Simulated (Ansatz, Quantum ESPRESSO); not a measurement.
# Cl-SiC-Cl chair, 1 layer: response to a perpendicular field, part 3 of 5

Wanted: polarisability and gap of Cl-SiC-Cl chair, 1 layer against a perpendicular field.

Quantum ESPRESSO 7.5; plane-wave DFT, PBE, SG15 norm-conserving pseudopotentials; geometry and cross-check by Ansatz 0.2.0 with PAW datasets.

So far. Step 3 (Ground state: no field): The run needed 12 iterations to bring the estimated error under 1e-09 Ry; the largest force on any atom, held or free, is 0.08 eV/Å. Step 4 (Electrostatic potential): The vacuum is flat to 0.1 meV/Å, so its level is well defined. Inside the slab the curve depends on the local part of the pseudopotentials; only the vacuum level has a meaning of its own.

**5. Band structure: no field**

A bands run reads the converged density and follows the path given under K_POINTS.

File f0.bands.in:

```
&control
  prefix = 'f0.bands'
  outdir = './out'
  pseudo_dir = './pseudo'
  calculation = 'bands'
  tefield = .true.
  dipfield = .true.
/
&system
  ibrav = 0
  nat = 4
  ntyp = 3
  ecutwfc = 60
  ecutrho = 240
  occupations = 'smearing'
  smearing = 'fd'
  degauss = 0.004
  edir = 3
  emaxpos = 0.97
  eopreg = 0.04
  eamp = 0.0
  nbnd = 17
/
&electrons
  conv_thr = 1e-07
  mixing_beta = 0.4
  electron_maxstep = 120
  mixing_mode = 'local-TF'
/
ATOMIC_SPECIES
  Cl  35.4500  Cl_ONCV_PBE-1.2.upf
  C   12.0110  C_ONCV_PBE-1.2.upf
  Si  28.0850  Si_ONCV_PBE-1.2.upf
CELL_PARAMETERS angstrom
  3.27602183406676 -0.00000000000000 -0.00000000000000
  -1.63801091703338 2.83711813165431 0.00000000000000
  -0.00000000000000 -0.00000000000000 21.53333333330000
ATOMIC_POSITIONS crystal
  Cl  0.666666666667 0.333333333333 0.395525486064
  C   0.666666666667 0.333333333333 0.480774147586
  Si  0.333333333333 0.666666666667 0.506209546039
  Cl  0.333333333333 0.666666666667 0.601236950311
K_POINTS crystal_b
4
  0.0000000000 0.0000000000 0.0000000000 14
  0.5000000000 0.0000000000 0.0000000000 14
  0.3333333333 0.3333333333 0.0000000000 14
  0.0000000000 0.0000000000 0.0000000000 1
```

The run is started by

```console
cp -r out/f0.save out/f0.bands.save
cp out/f0.xml out/f0.bands.xml
OMP_NUM_THREADS=1 mpirun -n 4 pw.x -nk 4 -in f0.bands.in > f0.bands.out
```

What it wrote:

```text
[banner, memory and clock lines left out]
Program PWSCF v.7.5 starts

          URL

     Presently no symmetry can be used with electric field

     Atomic positions and unit cell read from directory:
     ./out/f0.bands.save/

     G-vector sticks info

     bravais-lattice index     =            0
     lattice parameter (alat)  =       6.1908  a.u.
     unit-cell volume          =    1350.6166 (a.u.)^3
     number of atoms/cell      =            4
     number of atomic types    =            3
     number of electrons       =        22.00
     number of Kohn-Sham states=           17
     kinetic-energy cutoff     =      60.0000  Ry
     charge density cutoff     =     240.0000  Ry
     Exchange-correlation= PBE
                           (   1   4   3   4   0   0   0)

     celldm(1)=   6.190784  celldm(2)=   0.000000  celldm(3)=   0.000000
     celldm(4)=   0.000000  celldm(5)=   0.000000  celldm(6)=   0.000000

     crystal axes: (cart. coord. in units of alat)
               a(1) = (   1.000000  -0.000000  -0.000000 )
               a(2) = (  -0.500000   0.866025   0.000000 )
               a(3) = (  -0.000000  -0.000000   6.573013 )

     reciprocal axes: (cart. coord. in units 2 pi/alat)
               b(1) = (  1.000000  0.577350  0.000000 )
               b(2) = (  0.000000  1.154701  0.000000 )
               b(3) = (  0.000000  0.000000  0.152137 )

     PseudoPot. # 1 for Cl read from file:
     ./pseudo/Cl_ONCV_PBE-1.2.upf
     Pseudo is Norm-conserving, Zval =  7.0
     Generated using ONCVPSP code by D. R. Hamann
     Using radial grid of  602 points,  4 beta functions with:
                l(1) =   0
                l(2) =   0
                l(3) =   1
                l(4) =   1

     PseudoPot. # 2 for C  read from file:
     ./pseudo/C_ONCV_PBE-1.2.upf
     Pseudo is Norm-conserving, Zval =  4.0
     Generated using ONCVPSP code by D. R. Hamann
     Using radial grid of  602 points,  4 beta functions with:
                l(1) =   0
                l(2) =   0
                l(3) =   1
                l(4) =   1

     PseudoPot. # 3 for Si read from file:
     ./pseudo/Si_ONCV_PBE-1.2.upf
     Pseudo is Norm-conserving, Zval =  4.0
     Generated using ONCVPSP code by D. R. Hamann
     Using radial grid of  602 points,  4 beta functions with:
                l(1) =   0
                l(2) =   0
                l(3) =   1
                l(4) =   1

     atomic species   valence    mass     pseudopotential
     Cl                7.00    35.45000     Cl( 1.00)
     C                 4.00    12.01100     C ( 1.00)
     Si                4.00    28.08500     Si( 1.00)

     No symmetry found

   Cartesian axes

     site n.     atom                  positions (alat units)
         1        Cl     tau(   1) = (   0.5000000   0.2886751   2.5997941  )
         2        C      tau(   2) = (   0.5000000   0.2886751   3.1601346  )
         3        Si     tau(   3) = (  -0.0000000   0.5773503   3.3273218  )
         4        Cl     tau(   4) = (  -0.0000000   0.5773503   3.9519381  )

     number of k points=    43  Fermi-Dirac smearing, width (Ry)=  0.0040
                       cart. coord. in units 2pi/alat
        k(    1) = (   0.0000000   0.0000000   0.0000000), wk =   0.0465116
        k(    2) = (   0.0357143   0.0206197   0.0000000), wk =   0.0465116
        k(    3) = (   0.0714286   0.0412393   0.0000000), wk =   0.0465116
        k(    4) = (   0.1071429   0.0618590   0.0000000), wk =   0.0465116
        k(    5) = (   0.1428571   0.0824786   0.0000000), wk =   0.0465116
        k(    6) = (   0.1785714   0.1030983   0.0000000), wk =   0.0465116
        k(    7) = (   0.2142857   0.1237179   0.0000000), wk =   0.0465116
        k(    8) = (   0.2500000   0.1443376   0.0000000), wk =   0.0465116
        k(    9) = (   0.2857143   0.1649572   0.0000000), wk =   0.0465116
        k(   10) = (   0.3214286   0.1855769   0.0000000), wk =   0.0465116
        k(   11) = (   0.3571429   0.2061965   0.0000000), wk =   0.0465116
        k(   12) = (   0.3928571   0.2268162   0.0000000), wk =   0.0465116
        k(   13) = (   0.4285714   0.2474358   0.0000000), wk =   0.0465116
        k(   14) = (   0.4642857   0.2680555   0.0000000), wk =   0.0465116
        k(   15) = (   0.5000000   0.2886751   0.0000000), wk =   0.0465116
        k(   16) = (   0.4880952   0.3092948   0.0000000), wk =   0.0465116
        k(   17) = (   0.4761905   0.3299144   0.0000000), wk =   0.0465116
        k(   18) = (   0.4642857   0.3505341   0.0000000), wk =   0.0465116
        k(   19) = (   0.4523810   0.3711537   0.0000000), wk =   0.0465116
        k(   20) = (   0.4404762   0.3917734   0.0000000), wk =   0.0465116
        k(   21) = (   0.4285714   0.4123930   0.0000000), wk =   0.0465116
        k(   22) = (   0.4166667   0.4330127   0.0000000), wk =   0.0465116
        k(   23) = (   0.4047619   0.4536324   0.0000000), wk =   0.0465116
        k(   24) = (   0.3928571   0.4742520   0.0000000), wk =   0.0465116
        k(   25) = (   0.3809524   0.4948717   0.0000000), wk =   0.0465116
        k(   26) = (   0.3690476   0.5154913   0.0000000), wk =   0.0465116
        k(   27) = (   0.3571429   0.5361110   0.0000000), wk =   0.0465116
        k(   28) = (   0.3452381   0.5567306   0.0000000), wk =   0.0465116
        k(   29) = (   0.3333333   0.5773503   0.0000000), wk =   0.0465116
        k(   30) = (   0.3095238   0.5361110   0.0000000), wk =   0.0465116
        k(   31) = (   0.2857143   0.4948717   0.0000000), wk =   0.0465116
        k(   32) = (   0.2619048   0.4536324   0.0000000), wk =   0.0465116
        k(   33) = (   0.2380952   0.4123930   0.0000000), wk =   0.0465116
        k(   34) = (   0.2142857   0.3711537   0.0000000), wk =   0.0465116
        k(   35) = (   0.1904762   0.3299144   0.0000000), wk =   0.0465116
        k(   36) = (   0.1666667   0.2886751   0.0000000), wk =   0.0465116
        k(   37) = (   0.1428571   0.2474358   0.0000000), wk =   0.0465116
        k(   38) = (   0.1190476   0.2061965   0.0000000), wk =   0.0465116
        k(   39) = (   0.0952381   0.1649572   0.0000000), wk =   0.0465116
        k(   40) = (   0.0714286   0.1237179   0.0000000), wk =   0.0465116
        k(   41) = (   0.0476190   0.0824786   0.0000000), wk =   0.0465116
        k(   42) = (   0.0238095   0.0412393   0.0000000), wk =   0.0465116
        k(   43) = (   0.0000000   0.0000000   0.0000000), wk =   0.0465116

     Dense  grid:    84897 G-vectors     FFT dimensions: (  32,  32, 216)

     The potential is recalculated from file :
     ./out/f0.bands.save/charge-density

     Adding external electric field

     Computed dipole along edir(3) :
[...]
-3.7238  -3.4848  -2.2589   1.0878   1.8145   3.6171   4.4828   4.8995
     4.9971

          k = 0.2857 0.1650 0.0000 ( 10619 PWs)   bands (ev):

   -18.2070 -17.4121 -13.5275  -8.8626  -7.4170  -6.3319  -5.5474  -4.9620
    -4.0587  -3.5638  -2.3418   1.0237   1.7971   3.5785   4.7580   5.2172
     5.3091

          k = 0.3214 0.1856 0.0000 ( 10595 PWs)   bands (ev):

   -18.0904 -17.3270 -13.3358  -9.1318  -7.5372  -6.4391  -5.6687  -5.1759
    -4.3552  -3.6373  -2.4181   0.9126   1.8224   3.4903   4.9515   5.5198
     5.6572

          k = 0.3571 0.2062 0.0000 ( 10587 PWs)   bands (ev):

   -17.9813 -17.2484 -13.1365  -9.4644  -7.5666  -6.5564  -5.7730  -5.3490
    -4.6015  -3.7021  -2.4847   0.7930   1.8590   3.3830   5.0670   5.8087
     6.0243

          k = 0.3929 0.2268 0.0000 ( 10580 PWs)   bands (ev):

   -17.8866 -17.1811 -12.9398  -9.7992  -7.5575  -6.6666  -5.8571  -5.4848
    -4.7911  -3.7553  -2.5390   0.6881   1.8881   3.2830   5.1197   6.0766
     6.3777

          k = 0.4286 0.2474 0.0000 ( 10592 PWs)   bands (ev):

   -17.8129 -17.1294 -12.7628 -10.0890  -7.5407  -6.7537  -5.9188  -5.5844
    -4.9233  -3.7948  -2.5792   0.6089   1.9042   3.2064   5.1374   6.3288
     6.4208

          k = 0.4643 0.2681 0.0000 ( 10608 PWs)   bands (ev):

   -17.7661 -17.0968 -12.6332 -10.2909  -7.5291  -6.8081  -5.9564  -5.6454
    -5.0009  -3.8192  -2.6039   0.5600   1.9102   3.1600   5.1411   6.4400
     6.5393

          k = 0.5000 0.2887 0.0000 ( 10602 PWs)   bands (ev):

   -17.7500 -17.0857 -12.5844 -10.3646  -7.5253  -6.8264  -5.9690  -5.6660
    -5.0265  -3.8274  -2.6122   0.5435   1.9114   3.1446   5.1413   6.4453
     6.6333

          k = 0.4881 0.3093 0.0000 ( 10612 PWs)   bands (ev):

   -17.7485 -17.0845 -12.5812 -10.3607  -7.5244  -6.8243  -5.9975  -5.6629
    -5.0238  -3.8417  -2.6308   0.5862   1.9150   3.1508   5.1360   6.4366
     6.6521

          k = 0.4762 0.3299 0.0000 ( 10618 PWs)   bands (ev):

   -17.7442 -17.0810 -12.5716 -10.3491  -7.5220  -6.8184  -6.0779  -5.6556
    -5.0160  -3.8838  -2.6850   0.7106   1.9258   3.1694   5.1172   6.4169
     6.7071

          k = 0.4643 0.3505 0.0000 ( 10610 PWs)   bands (ev):

   -17.7371 -17.0753 -12.5559 -10.3301  -7.5194  -6.8098  -6.1990  -5.6468
    -5.0030  -3.9507  -2.7708   0.9068   1.9438   3.2003   5.0779   6.3984
     6.7967

          k = 0.4524 0.3712 0.0000 ( 10602 PWs)   bands (ev):

   -17.7275 -17.0677 -12.5344 -10.3042  -7.5189  -6.8010  -6.3460  -5.6376
    -4.9849  -4.0380  -2.8830   1.1604   1.9698   3.2435   5.0125   6.3899
     6.9169

          k = 0.4405 0.3918 0.0000 ( 10598 PWs)   bands (ev):

   -17.7157 -17.0583 -12.5074 -10.2723  -7.5251  -6.7998  -6.4970  -5.6285
    -4.9623  -4.1400  -3.0156   1.4522   2.0072   3.2997   4.9210   6.3937
     7.0522

          k = 0.4286 0.4124 0.0000 ( 10582 PWs)   bands (ev):

   -17.7022 -17.0476 -12.4758 -10.2355  -7.5460  -6.8303  -6.6109  -5.6199
    -4.9363  -4.2495  -3.1631   1.7466   2.0738   3.3705   4.8104   6.4063
     7.1561

          k = 0.4167 0.4330 0.0000 ( 10604 PWs)   bands (ev):

   -17.6876 -17.0360 -12.4403 -10.1954  -7.5937  -6.9103  -6.6500  -5.6121
    -4.9092  -4.3578  -3.3199   1.9456   2.2464   3.4584   4.6929   6.4215
     7.2004

          k = 0.4048 0.4536 0.0000 ( 10574 PWs)   bands (ev):

   -17.6723 -17.0240 -12.4021 -10.1541  -7.6780  -6.9885  -6.6484  -5.6055
    -4.8867  -4.4530  -3.4809   2.0255   2.5233   3.5653   4.5878   6.4327
     7.1980

          k = 0.3929 0.4743 0.0000 ( 10568 PWs)   bands (ev):

   -17.6571 -17.0121 -12.3626 -10.1142  -7.7940  -7.0330  -6.6369  -5.6004
    -4.8795  -4.5182  -3.6412   2.0731   2.7875   3.6805   4.5275   6.4333
     7.1558

          k = 0.3810 0.4949 0.0000 ( 10538 PWs)   bands (ev):

   -17.6428 -17.0010 -12.3238 -10.0787  -7.9220  -7.0482  -6.6253  -5.5968
    -4.8982  -4.5375  -3.7963   2.1111   2.9954   3.7613   4.5632   6.4201
     7.0916

          k = 0.3690 0.5155 0.0000 ( 10558 PWs)   bands (ev):

   -17.6302 -16.9913 -12.2879 -10.0510  -8.0406  -7.0463  -6.6176  -5.5948
    -4.9358  -4.5135  -3.9418   2.1426   3.1425   3.7700   4.7124   6.3971
     7.0249

          k = 0.3571 0.5361 0.0000 ( 10550 PWs)   bands (ev):

   -17.6202 -16.9836 -12.2579 -10.0332  -8.1339  -7.0370  -6.6147  -5.5940
    -4.9739  -4.4624  -4.0730   2.1670   3.2391   3.7353   4.9034   6.3803
     6.9685

          k = 0.3452 0.5567 0.0000 ( 10544 PWs)   bands (ev):

   -17.6135 -16.9786 -12.2372 -10.0253  -8.1923  -7.0275  -6.6155  -5.5940
    -4.9996  -4.3990  -4.1830   2.1829   3.2924   3.7008   5.0461   6.3855
     6.9303

          k = 0.3333 0.5774 0.0000 ( 10542 PWs)   bands (ev):

   -17.6111 -16.9768 -12.2295 -10.0240  -8.2118  -7.0233  -6.6167  -5.5943
    -5.0084  -4.3568  -4.2406   2.1885   3.3078   3.6886   5.0939   6.3975
     6.9178

          k = 0.3095 0.5361 0.0000 ( 10548 PWs)   bands (ev):

   -17.6222 -16.9850 -12.2664 -10.0134  -8.1413  -7.0449  -6.6040  -5.5902
    -4.9790  -4.4371  -4.0966   2.1650   3.2806   3.7132   4.9673   6.2979
     6.9108

          k = 0.2857 0.4949 0.0000 ( 10578 PWs)   bands (ev):

   -17.6584 -17.0115 -12.3834  -9.9447  -7.9595  -7.1056  -6.5573  -5.5668
    -4.9168  -4.4515  -3.8844   2.0985   3.2534   3.7265   4.7370   6.0556
     6.8076

          k = 0.2619 0.4536 0.0000 ( 10570 PWs)   bands (ev):

   -17.7223 -17.0579 -12.5692  -9.7915  -7.7084  -7.1847  -6.4776  -5.5062
    -4.8483  -4.3589  -3.6522   2.0012   3.2366   3.6897   4.5137   5.7920
     6.6276

          k = 0.2381 0.4124 0.0000 ( 10566 PWs)   bands (ev):

   -17.8131 -17.1235 -12.7967  -9.5636  -7.4211  -7.2599  -6.3678  -5.3973
    -4.7609  -4.1929  -3.4089   1.8842   3.1939   3.6311   4.3024   5.5904
     6.3649

          k = 0.2143 0.3712 0.0000 ( 10580 PWs)   bands (ev):

   -17.9266 -17.2057 -13.0399  -9.2890  -7.3230  -7.1083  -6.2300  -5.2386
    -4.6290  -3.9921  -3.1618   1.7532   3.0933   3.6057   4.0744   5.4622
     6.0241

          k = 0.1905 0.3299 0.0000 ( 10602 PWs)   bands (ev):

   -18.0563 -17.3003 -13.2811  -9.0107  -7.3216  -6.8108  -6.0679  -5.0366
    -4.4362  -3.7793  -2.9180   1.6118   2.9563   3.5893   3.8548   5.3097
     5.6315

          k = 0.1667 0.2887 0.0000 ( 10605 PWs)   bands (ev):

   -18.1942 -17.4017 -13.5089  -8.7892  -7.2111  -6.5483  -5.8787  -4.7989
    -4.1809  -3.5646  -2.6848   1.4638   2.8136   3.4571   3.7628   5.0542
     5.2702

          k = 0.1429 0.2474 0.0000 ( 10623 PWs)   bands (ev):

   -18.3317 -17.5041 -13.7163  -8.6735  -6.9470  -6.3552  -5.6527  -4.5311
    -3.8856  -3.3443  -2.4692   1.3116   2.6577   3.2791   3.7394   4.7596
     4.9716

          k = 0.1190 0.2062 0.0000 ( 10633 PWs)   bands (ev):

   -18.4613 -17.6016 -13.8983  -8.6526  -6.5488  -6.2386  -5.4009  -4.2389
    -3.6021  -3.0936  -2.2782   1.1561   2.4472   3.1929   3.6829   4.4878
     4.7247

          k = 0.0952 0.1650 0.0000 ( 10657 PWs)   bands (ev):

   -18.5762 -17.6890 -14.0515  -8.6822  -6.1866  -6.0660  -5.1591  -3.9320
    -3.3885  -2.7856  -2.1183   0.9957   2.1687   3.2207   3.5937   4.2587
     4.5179

          k = 0.0714 0.1237 0.0000 ( 10651 PWs)   bands (ev):

   -18.6710 -17.7616 -14.1732  -8.7276  -6.1549  -5.5802  -4.9587  -3.6296
    -3.2514  -2.4477  -1.9941   0.8262   1.8559   3.2968   3.5316   4.0763
     4.3488

          k = 0.0476 0.0825 0.0000 ( 10635 PWs)   bands (ev):

   -18.7416 -17.8161 -14.2615  -8.7697  -6.1440  -5.1384  -4.8144  -3.3646
    -3.1687  -2.1407  -1.9078   0.6465   1.5682   3.2914   3.6039   3.9423
     4.0887

          k = 0.0238 0.0412 0.0000 ( 10649 PWs)   bands (ev):

   -18.7850 -17.8498 -14.3150  -8.7982  -6.1408  -4.8195  -4.7291  -3.1792
    -3.1253  -1.9227  -1.8585   0.4849   1.3733   3.2467   3.7274   3.8571
     3.8834

          k = 0.0000 0.0000 0.0000 ( 10691 PWs)   bands (ev):

   -18.7997 -17.8612 -14.3329  -8.8082  -6.1403  -4.7012  -4.7012  -3.1120
    -3.1120  -1.8428  -1.8428   0.4153   1.3065   3.2282   3.7930   3.8158
     3.8158

     XML data file, pseudopotentials, collected wavefunctions

                                        0.00s GPU  (     642 calls)
[key lines of the parts left out:]
Dipole field         -0.0002 Ry au,
```

Elapsed: 29 s, on 4 MPI ranks of Intel Xeon Platinum 8488C (Sapphire Rapids), shared host; peak memory 0.36 GiB; 1.9 min of CPU time.

Band numbers count within the set of bands kept for display. Electronic bands along the path, in eV, zero at the highest filled level of the SCF mesh; v1 is the highest filled band, c1 the lowest empty one:

| point | v4 | v3 | v2 | v1 | c1 | c2 | c3 | c4 |
| --- | --- | --- | --- | --- | --- | --- | --- | --- |
| Γ | -1.27 | -1.27 | 0.00 | 0.00 | 2.26 | 3.15 | 5.07 | 5.64 |
| halfway | -2.86 | -1.88 | -1.64 | -0.42 | 2.93 | 3.66 | 5.46 | 6.33 |
| M | -3.82 | -3.18 | -1.98 | -0.77 | 2.39 | 3.75 | 4.99 | 6.98 |
| halfway | -3.77 | -3.07 | -2.51 | -1.48 | 3.79 | 4.09 | 5.30 | 6.54 |
| K | -3.75 | -3.17 | -2.51 | -2.40 | 4.03 | 5.15 | 5.53 | 6.94 |
| halfway | -2.96 | -2.34 | -1.72 | -0.84 | 3.31 | 4.66 | 5.30 | 5.61 |
| Γ | -1.27 | -1.27 | 0.00 | 0.00 | 2.26 | 3.15 | 5.07 | 5.64 |

Along this path the valence top lies at Γ and the conduction bottom at Γ.

**6. Ground state: field 0.1 V/Å**

eamp is the field in Hartree atomic units (1 a.u. = 51.42 V/Å). With dipfield on, it is the field in the vacuum beside an isolated sheet. The run starts from the density of the one before.

File f1.in:

```
&control
  prefix = 'f1'
  outdir = './out'
  pseudo_dir = './pseudo'
  calculation = 'scf'
  tprnfor = .true.
  tefield = .true.
  dipfield = .true.
/
&system
  ibrav = 0
  nat = 4
  ntyp = 3
  ecutwfc = 60
  ecutrho = 240
  occupations = 'smearing'
  smearing = 'fd'
  degauss = 0.004
  edir = 3
  emaxpos = 0.97
  eopreg = 0.04
  eamp = 0.00194469
/
&electrons
  conv_thr = 1e-09
  mixing_beta = 0.4
  electron_maxstep = 120
  mixing_mode = 'plain'
  startingpot = 'file'
/
ATOMIC_SPECIES
  Cl  35.4500  Cl_ONCV_PBE-1.2.upf
  C   12.0110  C_ONCV_PBE-1.2.upf
  Si  28.0850  Si_ONCV_PBE-1.2.upf
CELL_PARAMETERS angstrom
  3.27602183406676 -0.00000000000000 -0.00000000000000
  -1.63801091703338 2.83711813165431 0.00000000000000
  -0.00000000000000 -0.00000000000000 21.53333333330000
ATOMIC_POSITIONS crystal
  Cl  0.666666666667 0.333333333333 0.395525486064
  C   0.666666666667 0.333333333333 0.480774147586
  Si  0.333333333333 0.666666666667 0.506209546039
  Cl  0.333333333333 0.666666666667 0.601236950311
K_POINTS automatic
  12 12 1 0 0 0
```

The run is started by

```console
cp -r out/f0.save out/f1.save
OMP_NUM_THREADS=1 mpirun -n 4 pw.x -nk 4 -in f1.in > f1.out
```

What it wrote:

```text
[banner, memory and clock lines left out]
Program PWSCF v.7.5 starts
[...]
number of electrons       =        22.00
     number of Kohn-Sham states=           15
     kinetic-energy cutoff     =      60.0000  Ry
     charge density cutoff     =     240.0000  Ry
[...]
number of k points=    74  Fermi-Dirac smearing, width (Ry)=  0.0040
[...]
Dense  grid:    84897 G-vectors     FFT dimensions: (  32,  32, 216)
     The initial density is read from file :
[...]
Starting wfcs are random
[...]
estimated scf accuracy    <       0.00328370 Ry
[...]
estimated scf accuracy    <       0.00740264 Ry
[...]
estimated scf accuracy    <       0.00001349 Ry
[...]
estimated scf accuracy    <       0.00000099 Ry
[...]
estimated scf accuracy    <       0.00000007 Ry
[...]
estimated scf accuracy    <          8.9E-09 Ry
[...]
estimated scf accuracy    <          2.1E-09 Ry
[...]
Computed dipole along edir(3) :
        Dipole                0.0371 Ry au,          0.0943 Debye
        Dipole field          0.0003 Ry au,
        E field amplitude [Ha a.u.]:  1.9447E-03
        Potential amp.        0.1250 Ry
        Total length         39.0644 bohr
[...]
the Fermi energy is    -0.7540 ev
!    total energy              =     -79.73751696 Ry
     estimated scf accuracy    <          4.0E-10 Ry
     smearing contrib. (-TS)   =      -0.00000000 Ry
     internal energy E=F+TS    =     -79.73751696 Ry
[...]
one-electron contribution =    -618.60739542 Ry
     hartree contribution      =     313.82812196 Ry
     xc contribution           =     -17.54612434 Ry
     ewald contribution        =     242.58801232 Ry
     electric field correction =      -0.00013148 Ry
     convergence has been achieved in   8 iterations
[...]
Total force =     0.005229     Total SCF correction =     0.000062
[...]
```

It took 50 s on 4 MPI ranks; peak memory 0.58 GiB; 3.3 min of CPU time.

This step gave:

* free energy: -1084.8842 eV
* Fermi energy: -0.754 eV
* dipole along the normal: 0.01963 e·Å
* valence top, on the run's zero: -1.849 eV
* conduction bottom, on the run's zero: 0.4118 eV
* gap by band count: 2.260 eV

The dipole goes from -0.0090 to 0.0196 e Å, 0.2867 e Å per V/Å.

**7. Electrostatic potential**

File f1.pot.in:

```
&inputpp
  prefix = 'f1'
  outdir = './out'
  filplot = 'f1.pot.dat'
  plot_num = 11
/
```

The run is started by

```console
OMP_NUM_THREADS=1 mpirun -n 4 pp.x -in f1.pot.in > f1.pot.out
```

It took 1.4 s on 4 MPI ranks; peak memory 0.1 GiB.

Numbers from this step:

| Quantity | Value |
| --- | --- |
| slope of the potential above | 0.1000 eV/Å |
| upper vacuum line continued to the top atoms, over the valence top | 5.651 eV |
| slope of the potential below | 0.09999 eV/Å |
| lower vacuum line continued to the bottom atoms, over the valence top | 5.590 eV |

The slope in the vacuum is 0.100 eV/Å for an applied 0.10 V/Å, as it should be.

[end of part 3 of 5]

[Logs are printed without paths, hosts, clocks, repeated set-up lines and the standing remarks that a program may print on its own settings, such as how far it seeks lower states.]

[Hosts, paths, dates, database ids (printed as entryN), source tags and the programs' standing remarks are cut or masked in the printed files.]

[Maps of the electrostatic potential energy from Ansatz leave out the sawtooth potential of an applied field or a dipole correction, so their vacuum need not be flat; planar profiles and work functions include it.]
